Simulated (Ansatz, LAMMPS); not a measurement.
# Static equation of state of amorphous Si0.8Ge0.2 (141 atoms)

Density of this cell: 3.06 g/cm³. The cell holds 141 atoms: 113 Si and 28 Ge. Its edges and angles: a = 14.117 Å, b = 13.899 Å, c = 14.394 Å, α = 90.1°, β = 89.8°, γ = 90.9°. The starting structure: 141 atoms (113 Si, 28 Ge) placed at random at 2.91 g/cm³, melted at 3500 K for 10 ps at fixed volume with the Tersoff potential (Tersoff, Phys. Rev. B 39, 5566 (1989)). Quenched from 3500 K to 300 K at 10 K/ps and fixed volume, held 5 ps, then minimised at fixed cell.

Calculated with Ansatz 0.2.0: Kohn-Sham DFT, LDA, PAW (set soft_2), plane waves; cutoff 420 eV, Γ point, fermi-dirac smearing of 0.025 eV. Cell and atoms were relaxed first, to V0 = 20.026 Å³ an atom at a residual P0 = -0.010 GPa. The cell was then scaled evenly, and the atoms were relaxed at each volume.

| volume (Å³/atom) | pressure (GPa) |
| --- | --- |
| 18.024 | ? |
| 18.825 | 4.434 |
| 19.426 | 2.322 |
| 20.627 | -2.021 |
| 21.228 | -3.739 |

**Question.** Fit the third-order Birch–Murnaghan equation to the rows given and extrapolate to the withheld row.

Worked fit:

Take the Eulerian strain f = ½[(V0/V)^(2/3) − 1] and the normalised pressure F = (P − P0) / [3f(1 + 2f)^(5/2)]. The third-order Birch–Murnaghan equation is then the line F = B0 + (3/2)B0(B′ − 4) f, so u = f and v = F.

```
      u = f  v = F (GPa)
  0.0210563      63.4535
  0.0102567      72.0391
-0.00975626      72.1618
 -0.0190505      71.8969
```

With n = 4: mean u = 6.2658e-4, mean v = 69.8878, Σ(u − ū)² = 0.0010051, Σ(u − ū)(v − v̄) = -0.17388. Slope b = -0.17388 / 0.0010051 = -172.99; intercept a = v̄ − b ū = 69.996.

So B0 = a = 70.0 GPa and B′ = 4 + 2b/(3a) = 2.35. At the withheld volume f = 0.03638, F = a + b f = 63.70 GPa, and P = P0 + 3f(1 + 2f)^(5/2) F.

Prediction at 18.024: 8.278 GPa. The run gave 7.783 GPa, so the fit is high by 0.49 GPa (6.4 % of the value).

The series isn't one smooth equation of state: even a line fitted to all rows, the withheld one included, misses F by up to 6.5 %, the count of bonds changes along the series and an atom moves over 0.5 Å in some relaxation. B0 and B′ are then only the numbers of this fit, not moduli of the material. Among the rows given, the largest miss of the fit is at 18.825, by 0.20 GPa (1.8 % of the range of the table).

Limits: Static cells at zero temperature; the cell shape is held. The program notes that the SCF threshold of these relaxations is loose for the stress. The quench rate of 10 K/ps is many orders above laboratory rates, so the cell is likely richer in defects and strain than a real sample. The network of bonds at the start is that of the classical potential that made the cell, and needn't be the one that DFT or experiment would give. Only the Γ point is sampled, in a cell whose shortest periodic width is 14 Å.

[Logs are printed without paths, hosts, clocks, repeated set-up lines and the standing remarks that a program may print on its own settings, such as how far it seeks lower states.]

[Hosts, paths, dates, database ids (printed as entryN), source tags and the programs' standing remarks are cut or masked in the printed files.]
